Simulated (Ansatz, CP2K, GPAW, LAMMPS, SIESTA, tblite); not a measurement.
# What went wrong? GPAW on two particles of Al after sintering (141 atoms)

Program: GPAW 26.7.0, a calculation on a cell of 141 Al, with vacuum.

Input file run.py:

```python
import numpy as np
from ase.io import read
from gpaw import GPAW, FermiDirac

atoms = read("structure.xyz")
atoms.calc = GPAW(
    mode="lcao",
    basis="dzp",
    h=0.45,
    xc="PBE",
    kpts={"size": (1, 1, 1), "gamma": True},
    occupations=FermiDirac(0.05),
    maxiter=60,
    symmetry={"point_group": False},
    txt="gpaw.txt",
)
energy = atoms.get_potential_energy(force_consistent=True)
forces = atoms.get_forces()
print(f"energy {energy:.6f} eV")
print("forces (eV/A)")
for i, (a, f) in enumerate(zip(atoms, forces)):
    print(f"{i:4d} {a.symbol:2s} {f[0]:10.5f} {f[1]:10.5f} {f[2]:10.5f}")
print(f"Fermi level {atoms.calc.get_fermi_level():.4f} eV")
for k in range(len(atoms.calc.get_ibz_k_points())):
    for s in range(atoms.calc.get_number_of_spins()):
        e = atoms.calc.get_eigenvalues(kpt=k, spin=s)
        n = np.searchsorted(e, atoms.calc.get_fermi_level())
        print(f"k {k} spin {s} levels about the Fermi level:", np.round(e[max(n - 6, 0):n], 4).tolist(), "|", np.round(e[n:n + 6], 4).tolist())
```

Input file structure.xyz:

```xyz
141
Lattice="22.83819 0.00000 0.00000 0.00000 23.81578 0.00000 0.00000 0.00000 36.62134" Properties=species:S:1:pos:R:3 pbc="T T T"
Al 13.13561 16.57054 1.62818
Al 15.40687 16.05755 35.14843
Al 15.63320 15.45692 1.01697
Al 10.77826 14.83247 29.27144
Al 10.45898 17.03805 31.29037
Al 13.07075 17.34789 35.41796
Al 16.23339 14.64980 3.63943
Al 15.40527 17.25644 3.04799
Al 13.78330 13.26325 4.99369
Al 14.08888 17.59986 7.69744
[... 127 atom lines left out ...]
Al 8.88428 13.11321 6.65080
Al 16.04840 13.71884 6.25932
Al 15.88533 15.47264 8.23870
Al 15.64804 16.45075 5.70927
```

The run is started by

```
> OMP_NUM_THREADS=1 python run.py > output.txt
```

Output:

```text
energy -433.431418 eV
forces (eV/A)
   0 Al    0.44405    0.25747   -0.23242
   1 Al    0.22971    0.54416   -0.25343
   2 Al    0.30305   -0.16162    0.43633
   3 Al   -0.14101    1.37514   -0.46017
   4 Al    0.13289    0.43125   -0.18982
   5 Al    0.62889   -0.12583    0.67313
   6 Al   -0.27654   -0.25121   -0.10701
   7 Al    0.16681    0.42159    0.14385
   8 Al   -0.30153   -0.46814   -0.16603
   9 Al   -0.07857    0.39277    0.25483
  10 Al   -0.38286    0.28093   -0.46652
  11 Al   -0.14181   -0.10604    0.52367
  12 Al   -0.12849    0.59566   -0.86615
  13 Al   -0.25763   -0.37904   -0.69871
  14 Al    0.22911   -0.25280    0.26471
  15 Al    0.15895    0.87797   -0.23410
  16 Al    0.13521   -1.59970    0.46524
  17 Al   -0.00674    0.29953    0.25803
  18 Al    0.11237   -0.13099   -0.16409
  19 Al    0.41725   -1.10503    1.39484
  20 Al   -0.18278    0.23094   -0.41872
  21 Al    0.41073    0.98006    0.05822
  22 Al   -0.64114    0.35470    0.13462
  23 Al   -0.08444    0.33618   -0.97638
[...]
133 Al   -0.00679   -0.18081   -0.40747
 134 Al   -0.89810   -0.19272    0.04973
 135 Al    0.12617   -1.22437    0.58083
 136 Al    0.24211   -0.49815   -0.28116
 137 Al    0.90805    0.35019    0.31750
 138 Al    0.57002    0.19472    0.28592
 139 Al   -0.19528    0.24903    0.45619
 140 Al    0.69073    0.15865   -0.03141
Fermi level -2.7373 eV
k 0 spin 0 levels about the Fermi level: [-2.894, -2.8546, -2.8188, -2.7888, -2.7573, -2.7382] | [-2.709, -2.6816, -2.6494, -2.6377, -2.6052, -2.5574]
```

gpaw.txt:

```text
Input parameters:
  mode=LCAO(),
  basis={'default': 'dzp'},
  h=0.45,
  kpts=MonkhorstPack(size=(1, 1, 1), gamma=True),
  maxiter=60,
  occupations=Occupations(name='fermi-dirac', width=0.05, fixmagmom=False),
  symmetry=Symmetry(point_group=False),
  xc=XC(name='PBE')
Unit cell  # Å
| periodic |         x |         y |         z |   lengths |    angles |
|----------|-----------|-----------|-----------|-----------|-----------|
|      yes | 22.838190 |  0.000000 |  0.000000 | 22.838190 | 90.000000 |
[... lines left out ...]
  Fermi-Dirac:
[... lines left out ...]
convergence criteria:
- Maximum [total energy] change in last 3 cyles: 0.0005 eV / valence electron
[... lines left out ...]
Converged in 33 steps
SCF loop duration: 308.747 s (9.356 s/step)
Energy contributions relative to reference atoms: (reference = -931082.680349)
Energy contributions:
  Kinetic:         587.236476
  Coulomb:        -335.579103
  Zero:            -10.197704
  External:          0.000000
  Xc:             -674.322478
  Entropy:          -0.568609
  Spinorbit:         0.000000
  ----------------------------
  Free energy:    -433.431418
  Extrapolated:   -433.147113
dipole moment: (0.209558, 0.345214, -63.144021)  # |e|*Ang
Fermi level: -2.737
Eigenvalues  # (at kpt = [0.000, 0.000, 0.000])
| band index |      eig [eV] | occ [0-2] |
|------------|---------------|-----------|
|          0 |       -13.502 |     2.000 |
|        ... |               |           |
|        204 |        -2.952 |     1.973 |
|        205 |        -2.930 |     1.959 |
[...]
|        219 |        -2.506 |     0.019 |
|        ... |               |           |
|        257 |        -1.473 |     0.000 |
Gap: 0.029 eV
Transition (v -> c):
  (s=0, k=0, n=211, [0.00, 0.00, 0.00]) -> (s=0, k=0, n=212, [0.00, 0.00, 0.00])
No difference between direct/indirect transitions
Force computation time: 19.227  # s
timing:  # [seconds]
  Total:  339.936  # ━━━━━━━━━━━━━━━━━━━━━━━━━━━━━━━━━━━━━━━━━━━━━━━━━━━━━━━━
  Init:    11.926  # ━━
  SCF:    308.747  # ━━━━━━━━━━━━━━━━━━━━━━━━━━━━━━━━━━━━━━━━━━━━━━━━━━━
  Forces:  19.227  # ━━━
```

Run time: 5.7 min. Hardware: 1 thread of Intel Xeon Platinum 8488C (Sapphire Rapids), shared host; peak memory 0.94 GiB.

Banners, paths, timers and routine set-up lines are dropped from the logs unmarked, and long logs keep their key lines alone; longer cuts are marked.

Against a plane-wave PBE reference and this program's sound run:

- energy less the same-level run's: 116.3 meV/atom
- r.m.s. force difference from the same-level run: 74.09 meV/Å

**Question.** What is wrong with this input?

A grid far too coarse: grid spacing 0.45 Å. The sound run has grid spacing 0.2 Å.

The run converged all the same, so the exit status doesn't show the fault.

[Also dropped from logs without a mark: logging warnings of Python, and SIESTA's first energy breakdown and zero terms.]

[Logs are printed without paths, hosts, clocks, repeated set-up lines and the standing remarks that a program may print on its own settings, such as how far it seeks lower states.]

[Hosts, paths, dates, database ids (printed as entryN), source tags and the programs' standing remarks are cut or masked in the printed files.]
